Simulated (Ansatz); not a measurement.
# Phonons of Te2Mo (P6_3/mmc) against volume, part 2 of 4

Aim: how do the optical modes of Te2Mo (P6_3/mmc) move with volume?

Ansatz 0.2.0; DFT LDA, scalar-relativistic, plane waves, PAW; PAW set soft_1.

So far: The structure; Relaxation.

In doubt: the program warns that the response may not be converged on this k-mesh (step 4), which bears on the force constants and all frequencies.

### Step 3. Tight relaxation

Phonons need small forces and stress, so the relaxation is finished with tight tolerances on 9×9×2 k points.

input.yaml reads:

```yaml
crystal:
  lattice:
    - [3.4720179199, 0.0, 0.0]
    - [-1.7360089599, 3.006855721, 0.0]
    - [0.0, 0.0, 13.7712228262]
  atoms:
    - { symbol: Mo, position: [0.3333333333, 0.6666666667, 0.25] }
    - { symbol: Mo, position: [0.6666666667, 0.3333333333, 0.75] }
    - { symbol: Te, position: [0.3333333333, 0.6666666667, 0.6195378568] }
    - { symbol: Te, position: [0.6666666667, 0.3333333333, 0.1195378568] }
    - { symbol: Te, position: [0.3333333333, 0.6666666667, 0.8804621432] }
    - { symbol: Te, position: [0.6666666667, 0.3333333333, 0.3804621432] }
kpoints:
  mp_grid: { grid: [9, 9, 2] }
hamiltonian:
  xc: lda
  pseudopotentials: { kind: paw, azcp: { folder: soft_1 }, xc_functional: pbe }
scf:
  occupations: { method: fixed }
output:
  forces: true
  stress: true
  eigenvalues: true
relax:
  adjacent_minimum: "off"
  f_tol: 0.001
  max_steps: 60
  cell: { stress_tol: 0.01 }
```

Launch:

```sh
$ ansatz run input.yaml --threads 8 --pin off --max-ram 16384MiB --backend cpu --events-out ev --progress --plain --runs-dir out
```

Numbers of over 12 decimals in the logs are rounded to 6 here.

The log of the run:

```text
[...]
Crystal: 6 atoms, lattice volume = 143.770 Å³
Basis set: ecut = 420 eV, 2813 PW (Γ)
Bands: 56, of which v1, the nominal top of the filled ones, is band 46 counted from 1 (45 counted from 0)
Symmetry: 24 space group operations
[...]
k-points: 24 of 162
[...]
- [3.473070, -2.887622634866917e-11, 0.0]
    - [-1.736535, 3.007767, 0.0]
    - [0.0, 0.0, 13.777068]
  atoms:
    - { symbol: Mo, position: [0.333333, 0.666667, 0.25] }
    - { symbol: Mo, position: [0.666667, 0.333333, 0.75] }
    - { symbol: Te, position: [0.333333, 0.666667, 0.619637] }
    - { symbol: Te, position: [0.666667, 0.333333, 0.119637] }
    - { symbol: Te, position: [0.333333, 0.666667, 0.880363] }
    - { symbol: Te, position: [0.666667, 0.333333, 0.380363] }
[key lines of the parts left out:]
SCF converged after 5 iterations
Free energy (F): -36996.607899 eV
Fermi energy:    12.856770 eV
P = ⅓ Tr σ = -0.0026 GPa (-0.026 kbar)
```

Wall time 13 s (8 threads of Arm Neoverse N1, shared host); peak memory 0.69 GiB.

Little changed from the start: no atom moved by 0.005 Å and no cell edge by 0.1 %.

This step gave:

- pressure: -0.002617 GPa
- gap on the k-mesh: 0.7219 eV
- volume per atom: 23.99 Å³

The largest force component left is 0.41 meV/Å and the pressure is -0.003 GPa, within the tolerances set. The cell now holds 23.99 Å³/atom.

### Step 4. Zone-centre response at rest

The modes at rest are the reference of the series, and the response to a field gives the dielectric tensor and the Born charges.

input.yaml, the sections that differ from step 3:

```yaml
crystal:
  lattice:
    - [3.4730699924, 0.0, 0.0]
    - [-1.7365349962, 3.0077668425, 0.0]
    - [0.0, 0.0, 13.7770679036]
  atoms:
    - { symbol: Mo, position: [0.3333333333, 0.6666666667, 0.25] }
    - { symbol: Mo, position: [0.6666666667, 0.3333333333, 0.75] }
    - { symbol: Te, position: [0.3333333333, 0.6666666667, 0.6196365189] }
    - { symbol: Te, position: [0.6666666667, 0.3333333333, 0.1196365189] }
    - { symbol: Te, position: [0.3333333333, 0.6666666667, 0.8803634811] }
    - { symbol: Te, position: [0.6666666667, 0.3333333333, 0.3803634811] }
output:
  eigenvalues: true
phonons:
  method: dfpt
  dielectric: true
  rigid_motions: translations
  raman: true
# kpoints, hamiltonian, scf: as in step 3
# relax: removed
```

The log of the run:

```text
[...]
Crystal: 6 atoms, lattice volume = 143.918 Å³
Basis set: ecut = 420 eV, 2813 PW (Γ), exchange–correlation on 48×48×192 points (8 copies of the dense FFT grid, shifted against one another)
Bands: 56, of which v1, the nominal top of the filled ones, is band 46 counted from 1 (45 counted from 0)
Symmetry: 24 space group operations
k-points: 50 of 162 (irreducible under 2 space group operations, time reversal used)
[...]
SCF iter   1: F=—  HF=-36998.245044 eV  |F-HF|=—  |Δ(HF+E_count)|=         —  Δρ=5.59e-2  dr2=6.29e0  ethr=3.10e-3  ⟨swp⟩=5.0  Hψ=9068  notcnv=0  defer=339
[...]
SCF iter  11: F=-36996.607900 eV  HF=-36996.607900 eV  |F-HF|=7.28e-12  |Δ(HF+E_count)|=  7.28e-11  Δρ=1.40e-7  dr2=2.89e-11  ethr=1.00e-12  ⟨swp⟩=13.7  Hψ=18793  notcnv=0
SCF 1 converged in 11 iterations: F = -36996.607900 eV  dr2 = 2.89e-11
[...]
NSCF: frozen V_eff on 4 k-points
DFPT response loops at Γ: preconditioner auto → Resta (q_TF=auto, 2.532 Å⁻¹)  ε∞=9.1 (no band partly filled); β = 1.00, the filter's whole step (`scf.mixing.beta` (0.50) is not read by the response loops at its default; to damp them type it under 1.00, their step now; it binds the ground state too); Broyden in place of MSR1
── the response to a field inside a basis, on 14×14×4 k-points: an SCF that follows is theirs, and a resumed run solves both again ──
Bands: 47, of which v1, the nominal top of the filled ones, is band 46 counted from 1 (45 counted from 0)
k-points: 112
[...]
Eigensolver: Dense (112 Hₖ)
SCF iter   1: F=—  HF=-36996.244053 eV  |F-HF|=—  |Δ(HF+E_count)|=         —  Δρ=3.87e-4  dr2=1.31e-4  ethr=1.00e-1
[...]
SCF iter   8: F=-36996.244033 eV  HF=-36996.244033 eV  |F-HF|=7.28e-12  |Δ(HF+E_count)|=  2.18e-11  Δρ=9.88e-8  dr2=1.77e-11  ethr=1.00e-12
SCF 1 converged in 8 iterations: F = -36996.244033 eV  dr2 = 1.77e-11
[...]
WARN: field response: ε∞ stands inside a basis, on 14×14×4 points; the force constants stand on the 9×9×2 k-mesh, whose period is 12.03 times the interband length at k = (0.1111, 0.2222, 0.0000), direct gap 1.546 eV, under 14: take them and everything formed from them as unconverged, and compare with a denser kpoints.mp_grid
SCF converged after 11 iterations
Free energy (F): -36996.607900 eV
[...]
Internal energy: -36996.607900 eV  (E = F + TS)
E sigma→0 (E₀):  -36996.607900 eV
Fermi energy:    12.856770 eV
[...]
--- Band table (eV; the first three rows and the last of 50) ---
  k-point 0: bands = [... 42 lower, 11.8414, 11.8414, 12.5912, 12.8568, 15.8644, 15.8644, 16.0182, 16.0182, ... 6 higher]
  k-point 1: bands = [... 42 lower, 11.8217, 11.8217, 12.7862, 12.7862, 15.9054, 15.9054, 15.9054, 15.9054, ... 6 higher]
  k-point 2: bands = [... 42 lower, 11.7244, 11.7797, 12.6635, 12.8144, 15.3234, 15.3400, 15.3871, 15.4711, ... 6 higher]
  k-point 49: bands = [... 42 lower, 11.3579, 11.3579, 12.2372, 12.2372, 13.9410, 13.9410, 14.5199, 14.5199, ... 6 higher]
--- Phonons (Γ-DFPT): 4 representative perturbations + reference, on 50 of 162 k-points (Σ response iterations 12) ---
  k mesh reduced under 2 symmetry operations, with k and −k counted as one. Each operation leaves every solved perturbation unchanged. A smaller set is not considered because the run solves the response to a homogeneous field
  ASR residual: 1.958e-4 → 0.000e0 eV/Å²; symmetrization residual: 4.232e-5 eV/Å²
  ASR residual per site (eV/Å²): 1.96e-4 1.96e-4 3.82e-5 3.82e-5 3.82e-5 3.82e-5
  Γ frequencies (cm⁻¹): 0.00 0.00 0.00 28.37 28.37 38.58 119.14 119.14 121.29 121.29 174.31 177.87 239.59 239.59 239.70 239.70 290.12 296.15
  ε∞ (high-frequency dielectric tensor):
       20.089557     0.000000     0.000000
       -0.000000    20.089557     0.000000
        0.000000     0.000000    11.892751
  ε⁰ (static dielectric tensor: ions relaxed, cell fixed):
       21.921741     0.000000    -0.000000
       -0.000000    21.921741     0.000000
       -0.000000     0.000000    12.296916
  ε⁰ − ε∞ (ionic part):
        1.832183     0.000000    -0.000000
        0.000000     1.832183    -0.000000
       -0.000000    -0.000000     0.404165
  softest optical mode at Γ: 28.37 cm⁻¹; the repairs (sum rule, projections) moved no ω² at Γ by more than (1.65 cm⁻¹)²
  Born effective charges Z* (e; rows j = field, columns β = displacement):
    site 0:
        -3.27495   -0.00000    0.00000
        -0.00000   -3.27495   -0.00000
        -0.00000   -0.00000   -1.86254
    site 1:
        -3.27495   -0.00000    0.00000
         0.00000   -3.27495   -0.00000
        -0.00000   -0.00000   -1.86254
    site 2:
         1.63748    0.00000   -0.00000
         0.00000    1.63748    0.00000
        -0.00000    0.00000    0.93127
    site 3:
         1.63748   -0.00000    0.00000
        -0.00000    1.63748   -0.00000
         0.00000   -0.00000    0.93127
    site 4:
         1.63748   -0.00000    0.00000
        -0.00000    1.63748   -0.00000
         0.00000   -0.00000    0.93127
    site 5:
         1.63748    0.00000   -0.00000
         0.00000    1.63748    0.00000
        -0.00000    0.00000    0.93127
  Z* charge neutrality: 4.179e-3 e pre-enforcement
  solved inside a basis spanned on kpoints, on 14×14×4 k-points transformed towards the longest dipole: ε∞ is read to err by 1.0e-1, Z* by 2.7e-2 e (field_mesh: kpoints solves on kpoints); Z* is corrected for what the basis lacks
  Raman tensors (in the event stream and the table raman_tensors.tsv): an entry may err by 2.3e0 Å², one of the second-order susceptibility by 4.0e-17 pm/V (basis, points and sum rule); their sum over the sites missed zero by 4.263e-14 Å² ahead of its enforcement
  optical modes at Γ without the LO–TO term, one row a degenerate level:
      ω (cm⁻¹)  modes    IR ((D/Å)²/amu)  static Raman (Å⁴/amu)  depolarisation
         28.37      2             0.0000                15.3319           0.750
         38.58      1             0.0000                 0.0000               —
        119.14      2             0.0000                 0.0000               —
        121.29      2             0.0000                22.9446           0.750
        174.31      1             0.0000                 0.0000               —
        177.87      1             0.0000              4644.3238           0.052
        239.59      2            14.1938                 0.0000               —
        239.70      2             0.0000                18.0460           0.750
        290.12      1             2.2955                 0.0000               —
        296.15      1             0.0000                 0.0000               —
  optical modes at Γ + LO–TO along q̂ = [1.0000, 0.0000, 0.0000]:
      ω (cm⁻¹)  modes    IR ((D/Å)²/amu)  static Raman (Å⁴/amu)  depolarisation
         28.37      2             0.0000                15.3319           0.750
         38.58      1             0.0000                 0.0000               —
        119.14      2             0.0000                 0.0000               —
        121.29      2             0.0000                22.9446           0.750
        174.31      1             0.0000                 0.0000               —
        177.87      1             0.0000              4644.3238           0.052
        239.59      1             7.0969                 0.0000               —
        239.70      2             0.0000                18.0460           0.750
        250.28      1             7.0969                 0.0000               —
        290.12      1             2.2955                 0.0000               —
        296.15      1             0.0000                 0.0000               —
  optical modes at Γ + LO–TO along q̂ = [0.0000, 1.0000, 0.0000]:
      ω (cm⁻¹)  modes    IR ((D/Å)²/amu)  static Raman (Å⁴/amu)  depolarisation
         28.37      2             0.0000                15.3319           0.750
         38.58      1             0.0000                 0.0000               —
        119.14      2             0.0000                 0.0000               —
        121.29      2             0.0000                22.9446           0.750
        174.31      1             0.0000                 0.0000               —
        177.87      1             0.0000              4644.3238           0.052
        239.59      1             7.0969                 0.0000               —
        239.70      2             0.0000                18.0460           0.750
        250.28      1             7.0969                 0.0000               —
        290.12      1             2.2955                 0.0000               —
        296.15      1             0.0000                 0.0000               —
  optical modes at Γ + LO–TO along q̂ = [0.0000, 0.0000, 1.0000]:
      ω (cm⁻¹)  modes    IR ((D/Å)²/amu)  static Raman (Å⁴/amu)  depolarisation
         28.37      2             0.0000                15.3319           0.750
         38.58      1             0.0000                 0.0000               —
        119.14      2             0.0000                 0.0000               —
        121.29      2             0.0000                22.9446           0.750
        174.31      1             0.0000                 0.0000               —
        177.87      1             0.0000              4644.3238           0.052
        239.59      2            14.1938                 0.0000               —
        239.70      2             0.0000                18.0460           0.750
        295.01      1             2.2955                 0.0000               —
        296.15      1             0.0000                 0.0000               —
```

Wall time 27 min (8 threads); peak memory 3.6 GiB.

This step gave:

| Property | Result |
| --- | --- |
| sum-rule residual before enforcement | 1.96e-4 eV/Å² |
| miss of the charge sum rule | 0.004179 e |
| estimated error of the dielectric tensor | 0.1004 |
| estimated error of the Born charges | 0.02735 e |
| point group | 6/mmm |
| highest optical mode at the zone centre (no LO-TO term) | 296.1 cm⁻¹ |
| lowest optical zone-centre mode | 28.37 cm⁻¹ |
| mean high-frequency dielectric constant | 17.36 |
| largest Born charge (third of the trace) | -2.804 e |
| mean static dielectric constant | 18.71 |
| top of the zone-centre spectrum with the field | 296.1 cm⁻¹ |

Without the LO-TO term. Patterns of degenerate modes are one choice out of their space. Modes at Γ, with each element's share of the kinetic energy:

```
mode  frequency (cm⁻¹)  symmetry  Mo %  Te %
   1               0.0  acoustic    27    73
   2               0.0  acoustic    27    73
   3               0.0  acoustic    27    73
   4              28.4       E2g    27    73
   5              28.4       E2g    27    73
   6              38.6       B1g    27    73
   7             119.1       E2u     0   100
   8             119.1       E2u     0   100
   9             121.3       E1g     0   100
  10             121.3       E1g     0   100
  11             174.3       B2u     0   100
  12             177.9       A1g     0   100
  13             239.6       E1u    73    27
  14             239.6       E1u    73    27
  15             239.7       E2g    73    27
  16             239.7       E2g    73    27
  17             290.1       A2u    73    27
  18             296.1       B1g    73    27
```

Displacements in mode 4 (28.4 cm⁻¹), the largest set to 1:
```
Mo1 -0.30 -0.99  0.00
Mo2  0.30  0.99  0.00
Te3  0.30  1.00  0.00
Te4 -0.30 -1.00  0.00
Te5  0.30  1.00  0.00
Te6 -0.30 -1.00  0.00
```

Displacements in mode 14 (239.6 cm⁻¹), the largest set to 1:
```
Mo1  0.01  1.00  0.00
Mo2  0.01  1.00  0.00
Te3  0.00 -0.38  0.00
Te4  0.00 -0.38  0.00
Te5  0.00 -0.38  0.00
Te6  0.00 -0.38  0.00
```

Optical modes at the zone centre, without and with the macroscopic field of the longitudinal modes; each column is sorted by frequency, so a row need not hold one and the same mode. Modes with and without the field, by row:

```
rank among optical modes  no field (cm⁻¹)  q along (1, 0, 0) (cm⁻¹)  q along (0, 0, 1) (cm⁻¹)
                       1             28.4                      28.4                      28.4
                       2             28.4                      28.4                      28.4
                       3             38.6                      38.6                      38.6
                       4            119.1                     119.1                     119.1
                       5            119.1                     119.1                     119.1
                       6            121.3                     121.3                     121.3
                       7            121.3                     121.3                     121.3
                       8            174.3                     174.3                     174.3
                       9            177.9                     177.9                     177.9
                      10            239.6                     239.6                     239.6
                      11            239.6                     239.7                     239.6
                      12            239.7                     239.7                     239.7
                      13            239.7                     250.3                     239.7
                      14            290.1                     290.1                       295
                      15            296.1                     296.1                     296.1
```

Born charge (rows field, columns displacement) (e), principal values of the symmetric part by kind of site:

```
atom  atoms with these values    low  middle   high   mean
 Mo1                        2  -3.27   -3.27  -1.86  -2.80
 Te3                        4   0.93    1.64   1.64   1.40
```

In full for Te3:

```
1.64 0.00 0.00
0.00 1.64 0.00
0.00 0.00 0.93
```

High-frequency dielectric tensor:

```
20.09  0.00  0.00
 0.00 20.09  0.00
 0.00  0.00 11.89
```

Static dielectric tensor (ions relaxed, fixed cell):

```
21.92  0.00  0.00
 0.00 21.92  0.00
 0.00  0.00 12.30
```

Transverse modes. Lines of the infrared spectrum (strongest = 100):

| position (cm⁻¹) | lines merged | relative intensity |
| --- | --- | --- |
| 28 | 1 | 0.0 |
| 39 | 1 | 0.0 |
| 119 | 1 | 0.0 |
| 121 | 1 | 0.0 |
| 174 | 1 | 0.0 |
| 178 | 1 | 0.0 |
| 240 | 2 | 100 |
| 290 | 1 | 16 |
| 296 | 1 | 0.0 |

Activity x (w_L - w)^4 (n + 1)/w, 532 nm, 300 K; the tensors are static ones, while 532 nm light lies above the computed direct gap, where resonance would change the heights; modes without the macroscopic field alone. Raman lines, with heights relative to the strongest:

| position (cm⁻¹) | lines merged | relative intensity |
| --- | --- | --- |
| 28 | 1 | 10 |
| 39 | 1 | 0.0 |
| 119 | 1 | 0.0 |
| 121 | 1 | 0.9 |
| 174 | 1 | 0.0 |
| 178 | 1 | 100 |
| 240 | 2 | 0.2 |
| 290 | 1 | 0.0 |
| 296 | 1 | 0.0 |

Before it was imposed, the acoustic sum rule was missed by 2.0e-4 eV/Å² and the charge sum rule by 0.0042 e. Small misses are needed for a sound result but don't prove that mesh and cutoff are converged. The lowest optical mode is real, 28.4 cm⁻¹.

The log warns of the k mesh: “the force constants stand on the 9×9×2 k-mesh, whose period is 12.03 times the interband length at k = (0.1111, 0.2222, 0.0000), direct gap 1.546 eV, under 14: take them and everything formed from them as unconverged”. So the frequencies of this run count as unconverged too.

(Continued in part 3 of 4.)

[Logs are printed without paths, hosts, clocks, repeated set-up lines and the standing remarks that a program may print on its own settings, such as how far it seeks lower states.]

[Hosts, paths, dates, database ids (printed as entryN), source tags and the programs' standing remarks are cut or masked in the printed files.]
